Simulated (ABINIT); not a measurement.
# MgInBr3 (Pm-3m): Raman and infrared activity

Aim: Raman and infrared lines of MgInBr3 (Pm-3m).

Calculated with ABINIT 10.8.3; DFT LDA, scalar-relativistic, plane waves, HGH norm-conserving pseudopotentials.

The structure was built from a prototype and need not be the compound's stable phase.

### 1. The starting structure

Symmetry: Pm-3m, No. 221, cubic system. Conventional cell: a = 5.253 Å, b = 5.253 Å, c = 5.253 Å, α = 90.00°, β = 90.00°, γ = 90.00°. Nearest to In lie 12 Br at 3.71 Å. Nearest to Mg lie 6 Br at 2.63 Å. Br has 2 Mg at 2.63 Å nearest. Farther neighbours and most contacts between anions are not listed.

As a file:

```cif
data_structure
_symmetry_space_group_name_H-M 'Pm-3m'
_symmetry_Int_Tables_number 221
_cell_length_a 5.2528
_cell_length_b 5.2528
_cell_length_c 5.2528
_cell_angle_alpha 90.000
_cell_angle_beta 90.000
_cell_angle_gamma 90.000
_cell_volume 144.93
loop_
_atom_site_label
_atom_site_type_symbol
_atom_site_symmetry_multiplicity
_atom_site_Wyckoff_symbol
_atom_site_fract_x
_atom_site_fract_y
_atom_site_fract_z
_atom_site_occupancy
In1 In 1 a 0.00000 0.00000 0.00000 1
Mg1 Mg 1 b 0.50000 0.50000 0.50000 1
Br1 Br 3 c 0.50000 0.50000 0.00000 1
```

### 2. A probe with smearing

A first run with smearing and empty bands tells whether the crystal has a gap, which decides between fixed occupations and smearing later on.

The input, probe.abi:

```
# ground state
tolvrs 1.0d-08
prtden 1
prtwf 1

# basis, mesh and filling
ecut 30.0
ixc 7
ngkpt 4 4 4
nshiftk 1
shiftk 0.0 0.0 0.0
istwfk *1
occopt 7
tsmear 0.005
nband 20
nstep 100
diemac 9.0
prtebands 0
prtgsr 0

# cell and atoms
acell 9.926353387 9.926353387 9.926353387
rprim 
    1.0 0.0 0.0
    0.0 1.0 0.0
    0.0 0.0 1.0
ntypat 3
znucl 49 12 35
natom 5
typat 1 2 3 3 3
xred 
    0.0 0.0 0.0
    0.5 0.5 0.5
    0.5 0.5 0.0
    0.5 0.0 0.5
    0.0 0.5 0.5
pp_dirpath "./pseudo"
pseudos "In.hgh, Mg.hgh, Br.hgh"
```

Command:

```bash
> OMP_NUM_THREADS=1 mpirun -n 4 abinit probe.abi > probe.log
```

Numbers of over 12 decimals in the logs are rounded to 6 here.

probe.abo, the main output file:

```text
[banners, grids, parts of the stress and lines that vanish by symmetry left out]
- input  file    -> probe.abi
- output file    -> probe.abo
- root for input  files -> probei
[...]
Symmetries : space group Pm -3 m (#221); Bravais cP (primitive cubic)
[...]
mpw =        7712          nfft =      125000          nkpt =          10
[...]
== DATASET  1 ==================================================================
[...]
cutoff_energies: {ecut:  30.0, pawecutdg:  -1.0, }
[...]
Exchange-correlation functional for the present dataset will be:
  LDA: Perdew-Wang 92 LSD fit to Ceperley-Alder data - ixc=7
[...]
ETOT  1  -43.349454918266    -4.335E+01 1.723E-02 1.122E+03
 ETOT  2  -43.575260310139    -2.258E-01 3.014E-03 3.986E+01
 ETOT  3  -43.585710775892    -1.045E-02 1.353E-03 3.211E+00
 ETOT  4  -43.586060302987    -3.495E-04 1.124E-03 6.675E-02
 ETOT  5  -43.586068385157    -8.082E-06 7.781E-04 4.157E-03
 ETOT  6  -43.586068769441    -3.843E-07 2.050E-04 1.874E-05
 ETOT  7  -43.586068770871    -1.430E-09 9.391E-05 4.158E-07
 ETOT  8  -43.586068770908    -3.705E-11 2.086E-05 4.679E-09
 At SCF step    8       vres2   =  4.68E-09 < tolvrs=  1.00E-08 =>converged.
[...]
sigma(1 1)=  7.50603687E-05  sigma(3 2)=  0.00000000E+00
  sigma(2 2)=  7.50603687E-05  sigma(3 1)=  0.00000000E+00
  sigma(3 3)=  7.50603687E-05  sigma(2 1)=  0.00000000E+00
[...]
convergence: {deltae: -3.705E-11, res2:  4.679E-09, residm:  2.086E-05, diffor: null, }
etotal    :  -4.35860688E+01
[...]
sigma(1 1)=  7.50603687E-05  sigma(3 2)=  0.00000000E+00
  sigma(2 2)=  7.50603687E-05  sigma(3 1)=  0.00000000E+00
  sigma(3 3)=  7.50603687E-05  sigma(2 1)=  0.00000000E+00
[...]
- sigma(1 1)=  2.20835229E+00  sigma(3 2)=  0.00000000E+00
- sigma(2 2)=  2.20835229E+00  sigma(3 1)=  0.00000000E+00
- sigma(3 3)=  2.20835229E+00  sigma(2 1)=  0.00000000E+00
[...]
fcart     -0.0000000000E+00 -0.0000000000E+00 -0.0000000000E+00
           strten      7.5060368719E-05  7.5060368719E-05  7.5060368719E-05
================================================================================

[key lines of the parts left out:]
pressure_GPa:  -2.2084E+00
```

Elapsed: 14 s, on 4 MPI ranks of Arm Neoverse V1, shared host; 55 s of CPU time.

Read from the output:

- volume per atom: 28.99 Å³
- pressure: -2.208 GPa
- gap on the k-mesh: 2.674 eV

A gap of 2.7 eV opens on this mesh, so the crystal is taken as an insulator; the printed pressure holds the stress of the finite basis too.

### 3. Rough relaxation

The typed start is rough, so a first relaxation with smearing and loose thresholds takes it towards rest cheaply.

The input, prerelax.abi:

```
# relaxation
ionmov 2
optcell 2
dilatmx 1.15
chkdilatmx 0
ntime 40
tolmxf 3.0d-04
tolvrs 1.0d-10
prtwf 0
prtden 0
chksymtnons 0

# basis, mesh and filling
ecut 31.0
ecutsm 3.0
ixc 7
ngkpt 4 4 4
nshiftk 1
shiftk 0.0 0.0 0.0
istwfk *1
occopt 7
tsmear 0.005
nband 20
nstep 100
diemac 9.0
prtebands 0
prtgsr 0

# cell and atoms
acell 9.926353387 9.926353387 9.926353387
rprim 
    1.0 0.0 0.0
    0.0 1.0 0.0
    0.0 0.0 1.0
ntypat 3
znucl 49 12 35
natom 5
typat 1 2 3 3 3
xred 
    0.0 0.0 0.0
    0.5 0.5 0.5
    0.5 0.5 0.0
    0.5 0.0 0.5
    0.0 0.5 0.5
pp_dirpath "./pseudo"
pseudos "In.hgh, Mg.hgh, Br.hgh"
```

Command:

```bash
> OMP_NUM_THREADS=1 mpirun -n 4 abinit prerelax.abi > prerelax.log
```

prerelax.abo, the main output file:

```text
[banners, grids, parts of the stress and lines that vanish by symmetry left out]
- input  file    -> prerelax.abi
- output file    -> prerelax.abo
- root for input  files -> prerelaxi
[...]
Symmetries : space group Pm -3 m (#221); Bravais cP (primitive cubic)
[...]
mpw =       12328          nfft =      216000          nkpt =          10
[...]
== DATASET  1 ==================================================================
[...]
cutoff_energies: {ecut:  31.0, pawecutdg:  -1.0, }
[...]
Exchange-correlation functional for the present dataset will be:
  LDA: Perdew-Wang 92 LSD fit to Ceperley-Alder data - ixc=7
[...]
ETOT  1  -43.349744948158    -4.335E+01 1.571E-02 1.936E+03
 ETOT  2  -43.575045245999    -2.253E-01 3.660E-03 6.899E+01
 ETOT  3  -43.585550982786    -1.051E-02 3.246E-04 5.646E+00
 ETOT  4  -43.585900309415    -3.493E-04 1.515E-04 1.192E-01
[...]
ETOT  8  -43.588208484046     4.029E-12 3.621E-11 3.969E-12
 At SCF step    8       vres2   =  3.97E-12 < tolvrs=  1.00E-10 =>converged.
[...]
sigma(1 1)=  6.41539252E-07  sigma(3 2)=  0.00000000E+00
  sigma(2 2)=  6.41539252E-07  sigma(3 1)=  0.00000000E+00
  sigma(3 3)=  6.41539252E-07  sigma(2 1)=  0.00000000E+00
[...]
convergence: {deltae:  4.029E-12, res2:  3.969E-12, residm:  3.621E-11, diffor: null, }
etotal    :  -4.35882085E+01
[...]
At Broyd/MD step   4, gradients are converged :
[...]
sigma(1 1)=  6.41539252E-07  sigma(3 2)=  0.00000000E+00
  sigma(2 2)=  6.41539252E-07  sigma(3 1)=  0.00000000E+00
  sigma(3 3)=  6.41539252E-07  sigma(2 1)=  0.00000000E+00
[...]
- sigma(1 1)=  1.88747364E-02  sigma(3 2)=  0.00000000E+00
- sigma(2 2)=  1.88747364E-02  sigma(3 1)=  0.00000000E+00
- sigma(3 3)=  1.88747364E-02  sigma(2 1)=  0.00000000E+00
[...]
fcart     -0.0000000000E+00 -0.0000000000E+00 -0.0000000000E+00
           strten      6.4153925177E-07  6.4153925177E-07  6.4153925177E-07
================================================================================

[key lines of the parts left out:]
pressure_GPa:  -1.8875E-02
Total energy (etotal) [Ha]= -4.35882084840461E+01
```

Run time: 90 s. Hardware: 4 MPI ranks; 6 min of CPU time.

Relaxation path:

```tsv
step	energy less that of the first step (eV)	largest force (eV/Å)	volume (Å³)
1	0.0000	0.0000	144.93
2	-0.0105	0.0000	144.06
3	-0.0620	0.0000	134.57
4	-0.0626	0.0000	135.50
```

```tsv
conventional cell, symmetrised	before	after	change
a (Å)	5.253	5.136	-2.2 %
b (Å)	5.253	5.136	-2.2 %
c (Å)	5.253	5.136	-2.2 %
volume (Å³/atom)	28.99	27.10	-6.5 %
```

The relaxed structure:

```cif
data_structure
_symmetry_space_group_name_H-M 'P 1'
_symmetry_Int_Tables_number 1
_cell_length_a 5.1363
_cell_length_b 5.1363
_cell_length_c 5.1363
_cell_angle_alpha 90.000
_cell_angle_beta 90.000
_cell_angle_gamma 90.000
_cell_volume 135.50
loop_
_atom_site_label
_atom_site_type_symbol
_atom_site_fract_x
_atom_site_fract_y
_atom_site_fract_z
_atom_site_occupancy
In1 In 0.00000 0.00000 0.00000 1
Mg2 Mg 0.50000 0.50000 0.50000 1
Br3 Br 0.50000 0.50000 0.00000 1
Br4 Br 0.50000 0.00000 0.50000 1
Br5 Br 0.00000 0.50000 0.50000 1
```

Numbers from this step:

- volume per atom: 27.10 Å³
- pressure: -0.01887 GPa
- gap on the k-mesh: 2.899 eV

The volume changes by -6.5 % in this run and stands -6.5 % from the first cell.

### 4. Relaxation

The harmonic expansion needs vanishing forces, and a free crystal bears no stress, so cell and atoms are brought to rest. Stress is more sensitive to the basis than forces are: the last 3 Ha under the cutoff are smoothed with ecutsm, and the cutoff is raised above that of the later runs.

The input, relax.abi:

```
# relaxation
ionmov 2
optcell 2
dilatmx 1.08
ntime 40
tolmxf 1.0d-05
tolvrs 1.0d-14
prtwf 0
prtden 0
chksymtnons 0

# basis, mesh and filling
ecut 38.0
ecutsm 3.0
ixc 7
ngkpt 4 4 4
nshiftk 1
shiftk 0.0 0.0 0.0
istwfk *1
occopt 1
nband 13
nstep 100
diemac 9.0
prtebands 0
prtgsr 0

# cell and atoms
acell 9.706202656 9.706202656 9.706202656
rprim 
    1.0 0.0 0.0
    0.0 1.0 0.0
    0.0 0.0 1.0
ntypat 3
znucl 49 12 35
natom 5
typat 1 2 3 3 3
xred 
    0.0 0.0 0.0
    0.5 0.5 0.5
    0.5 0.5 0.0
    0.5 0.0 0.5
    0.0 0.5 0.5
pp_dirpath "./pseudo"
pseudos "In.hgh, Mg.hgh, Br.hgh"
```

Command:

```bash
> OMP_NUM_THREADS=1 mpirun -n 4 abinit relax.abi > relax.log
```

relax.abo, the main output file:

```text
[banners, grids, parts of the stress and lines that vanish by symmetry left out]
- input  file    -> relax.abi
- output file    -> relax.abo
- root for input  files -> relaxi
[...]
Symmetries : space group Pm -3 m (#221); Bravais cP (primitive cubic)
[...]
mpw =       12965          nfft =      216000          nkpt =          10
[...]
== DATASET  1 ==================================================================
[...]
cutoff_energies: {ecut:  38.0, pawecutdg:  -1.0, }
[...]
Exchange-correlation functional for the present dataset will be:
  LDA: Perdew-Wang 92 LSD fit to Ceperley-Alder data - ixc=7
[...]
ETOT  1  -43.344673561855    -4.334E+01 9.317E-02 1.793E+03
 ETOT  2  -43.582406482524    -2.377E-01 4.357E-06 4.928E+01
 ETOT  3  -43.589252953144    -6.846E-03 3.500E-05 6.018E+00
 ETOT  4  -43.589575591270    -3.226E-04 1.045E-05 1.156E-01
 ETOT  5  -43.589584509537    -8.918E-06 4.356E-08 7.251E-03
[...]
At SCF step   11       vres2   =  7.08E-15 < tolvrs=  1.00E-14 =>converged.
[...]
sigma(1 1)=  7.60220551E-07  sigma(3 2)=  0.00000000E+00
  sigma(2 2)=  7.60220551E-07  sigma(3 1)=  0.00000000E+00
  sigma(3 3)=  7.60220551E-07  sigma(2 1)=  0.00000000E+00
[...]
convergence: {deltae: -5.791E-12, res2:  7.080E-15, residm:  9.680E-19, diffor: null, }
etotal    :  -4.35895849E+01
[...]
ETOT  1  -43.589584891784    -4.359E+01 2.398E-12 3.612E-04
[...]
At SCF step    8       vres2   =  4.14E-16 < tolvrs=  1.00E-14 =>converged.
[...]
sigma(1 1)=  6.81426332E-07  sigma(3 2)=  0.00000000E+00
  sigma(2 2)=  6.81426332E-07  sigma(3 1)=  0.00000000E+00
  sigma(3 3)=  6.81426332E-07  sigma(2 1)=  0.00000000E+00
[...]
convergence: {deltae: -2.231E-12, res2:  4.139E-16, residm:  2.115E-20, diffor: null, }
etotal    :  -4.35895849E+01
[...]
ETOT  1  -43.589583538305    -4.359E+01 1.953E-09 2.695E-02
[...]
ETOT  8  -43.589585096820    -2.984E-13 1.755E-18 3.001E-14
 ETOT  9  -43.589585096819     7.603E-13 3.377E-20 2.774E-16
 At SCF step    9       vres2   =  2.77E-16 < tolvrs=  1.00E-14 =>converged.
[...]
sigma(1 1)= -6.16181435E-10  sigma(3 2)=  0.00000000E+00
  sigma(2 2)= -6.16181435E-10  sigma(3 1)=  0.00000000E+00
  sigma(3 3)= -6.16181436E-10  sigma(2 1)=  0.00000000E+00
[...]
convergence: {deltae:  7.603E-13, res2:  2.774E-16, residm:  3.377E-20, diffor: null, }
etotal    :  -4.35895851E+01
[...]
At Broyd/MD step   3, gradients are converged :
[...]
sigma(1 1)= -6.16181435E-10  sigma(3 2)=  0.00000000E+00
  sigma(2 2)= -6.16181435E-10  sigma(3 1)=  0.00000000E+00
  sigma(3 3)= -6.16181436E-10  sigma(2 1)=  0.00000000E+00
[...]
- sigma(1 1)= -1.81286837E-05  sigma(3 2)=  0.00000000E+00
- sigma(2 2)= -1.81286837E-05  sigma(3 1)=  0.00000000E+00
- sigma(3 3)= -1.81286837E-05  sigma(2 1)=  0.00000000E+00
[...]
fcart     -0.0000000000E+00 -0.0000000000E+00 -0.0000000000E+00
           strten     -6.1618143465E-10 -6.1618143509E-10 -6.1618143574E-10
================================================================================

[key lines of the parts left out:]
pressure_GPa:   1.8129E-05
Total energy (etotal) [Ha]= -4.35895850968194E+01
```

The job ended after 48 s (4 MPI ranks; 3.2 min of CPU time).

Little changed from the start: no atom moved by 0.005 Å and no cell edge by 0.1 %.

Numbers from this step:

* volume per atom: 27.08 Å³
* pressure: 1.81e-5 GPa

The volume changes by -0.1 % in this run and stands -6.6 % from the first cell.

### 5. Self-consistent run for the response

The response is built on these wavefunctions, so the potential is converged far more tightly than an energy would need. The mesh is shifted off Γ, since shifted meshes converge sums over the zone faster.

The input, gs.abi:

```
# ground state
tolvrs 1.0d-16
prtden 1
prtwf 1

# basis, mesh and filling
ecut 30.0
ixc 7
ngkpt 4 4 4
nshiftk 1
shiftk 0.5 0.5 0.5
istwfk *1
occopt 1
nband 13
nstep 100
diemac 9.0
prtebands 0
prtgsr 0

# cell and atoms
acell 9.704068144 9.704068144 9.704068144
rprim 
    1.0 0.0 0.0
    0.0 1.0 0.0
    0.0 0.0 1.0
ntypat 3
znucl 49 12 35
natom 5
typat 1 2 3 3 3
xred 
    0.0 0.0 0.0
    0.5 0.5 0.5
    0.5 0.5 0.0
    0.5 0.0 0.5
    0.0 0.5 0.5
pp_dirpath "./pseudo"
pseudos "In.hgh, Mg.hgh, Br.hgh"
```

Command:

```bash
> OMP_NUM_THREADS=1 mpirun -n 4 abinit gs.abi > gs.log
```

gs.abo, the main output file:

```text
[banners, grids, parts of the stress and lines that vanish by symmetry left out]
- input  file    -> gs.abi
- output file    -> gs.abo
- root for input  files -> gsi
[...]
Symmetries : space group Pm -3 m (#221); Bravais cP (primitive cubic)
[...]
mpw =        7184          nfft =      110592          nkpt =           4
[...]
== DATASET  1 ==================================================================
[...]
cutoff_energies: {ecut:  30.0, pawecutdg:  -1.0, }
[...]
Exchange-correlation functional for the present dataset will be:
  LDA: Perdew-Wang 92 LSD fit to Ceperley-Alder data - ixc=7
[...]
ETOT  1  -43.356780082788    -4.336E+01 3.124E-02 9.871E+02
 ETOT  2  -43.577740850587    -2.210E-01 9.729E-07 3.707E+01
 ETOT  3  -43.588134540658    -1.039E-02 4.882E-05 2.733E+00
 ETOT  4  -43.588421089678    -2.865E-04 7.454E-06 4.484E-02
 ETOT  5  -43.588426006538    -4.917E-06 1.888E-08 2.068E-03
[...]
ETOT 11  -43.588426168105    -3.553E-14 1.406E-18 2.196E-15
 ETOT 12  -43.588426168104     5.258E-13 2.672E-22 3.923E-17
 At SCF step   12       vres2   =  3.92E-17 < tolvrs=  1.00E-16 =>converged.
[...]
sigma(1 1)=  8.61489710E-06  sigma(3 2)=  0.00000000E+00
  sigma(2 2)=  8.61489710E-06  sigma(3 1)=  0.00000000E+00
  sigma(3 3)=  8.61489710E-06  sigma(2 1)=  0.00000000E+00
[...]
convergence: {deltae:  5.258E-13, res2:  3.923E-17, residm:  2.672E-22, diffor: null, }
etotal    :  -4.35884262E+01
[...]
sigma(1 1)=  8.61489710E-06  sigma(3 2)=  0.00000000E+00
  sigma(2 2)=  8.61489710E-06  sigma(3 1)=  0.00000000E+00
  sigma(3 3)=  8.61489710E-06  sigma(2 1)=  0.00000000E+00
[...]
- sigma(1 1)=  2.53459023E-01  sigma(3 2)=  0.00000000E+00
- sigma(2 2)=  2.53459023E-01  sigma(3 1)=  0.00000000E+00
- sigma(3 3)=  2.53459023E-01  sigma(2 1)=  0.00000000E+00
[...]
fcart     -0.0000000000E+00 -0.0000000000E+00 -0.0000000000E+00
           strten      8.6148971002E-06  8.6148971002E-06  8.6148971002E-06
================================================================================

[key lines of the parts left out:]
pressure_GPa:  -2.5346E-01
```

Run time: 4.2 s. Hardware: 4 MPI ranks.

Read from the output:

```
pressure : -0.2535 GPa
```

The cell stands at -0.25 GPa: the relaxation ran with a smoothed and higher cutoff and on another k mesh.

### 6. The gap at rest

Empty bands on the ground state's density check that the gap assumed so far is there in this cell.

The input, gap.abi:

```
# empty bands on the ground state's density
iscf -2
getden_filepath "gso_DEN"
tolwfr 1.0d-12
nbdbuf 2
prtwf 0

# basis, mesh and filling
ecut 30.0
ixc 7
ngkpt 4 4 4
nshiftk 1
shiftk 0.0 0.0 0.0
istwfk *1
occopt 1
nband 17
nstep 100
diemac 9.0
prtebands 0
prtgsr 0

# cell and atoms
acell 9.704068144 9.704068144 9.704068144
rprim 
    1.0 0.0 0.0
    0.0 1.0 0.0
    0.0 0.0 1.0
ntypat 3
znucl 49 12 35
natom 5
typat 1 2 3 3 3
xred 
    0.0 0.0 0.0
    0.5 0.5 0.5
    0.5 0.5 0.0
    0.5 0.0 0.5
    0.0 0.5 0.5
pp_dirpath "./pseudo"
pseudos "In.hgh, Mg.hgh, Br.hgh"
```

Command:

```bash
> OMP_NUM_THREADS=1 mpirun -n 4 abinit gap.abi > gap.log
```

gap.abo, the main output file:

```text
[banners, grids, parts of the stress and lines that vanish by symmetry left out]
- input  file    -> gap.abi
- output file    -> gap.abo
- root for input  files -> gapi
[...]
Symmetries : space group Pm -3 m (#221); Bravais cP (primitive cubic)
[...]
mpw =        7208          nfft =      110592          nkpt =          10
[...]
== DATASET  1 ==================================================================
[...]
cutoff_energies: {ecut:  30.0, pawecutdg:  -1.0, }
[...]
Exchange-correlation functional for the present dataset will be:
  LDA: Perdew-Wang 92 LSD fit to Ceperley-Alder data - ixc=7
[...]
-outvars: echo values of variables after computation
            acell      9.7040681440E+00  9.7040681440E+00  9.7040681440E+00 Bohr
================================================================================
```

The job ended after 5.7 s (4 MPI ranks; 22 s of CPU time).

This step gave:

```
gap on the k-mesh : 2.902 eV
```

In this cell the gap on the mesh is 2.9 eV, indirect (smallest direct 3.0 eV), so fixed occupations hold.

(Part 1 of 3 ends here.)

[Host names and launcher messages were left out of these logs when they were recorded.]

[Logs are printed without paths, hosts, clocks, repeated set-up lines and the standing remarks that a program may print on its own settings, such as how far it seeks lower states.]

[Hosts, paths, dates, database ids (printed as entryN), source tags and the programs' standing remarks are cut or masked in the printed files.]
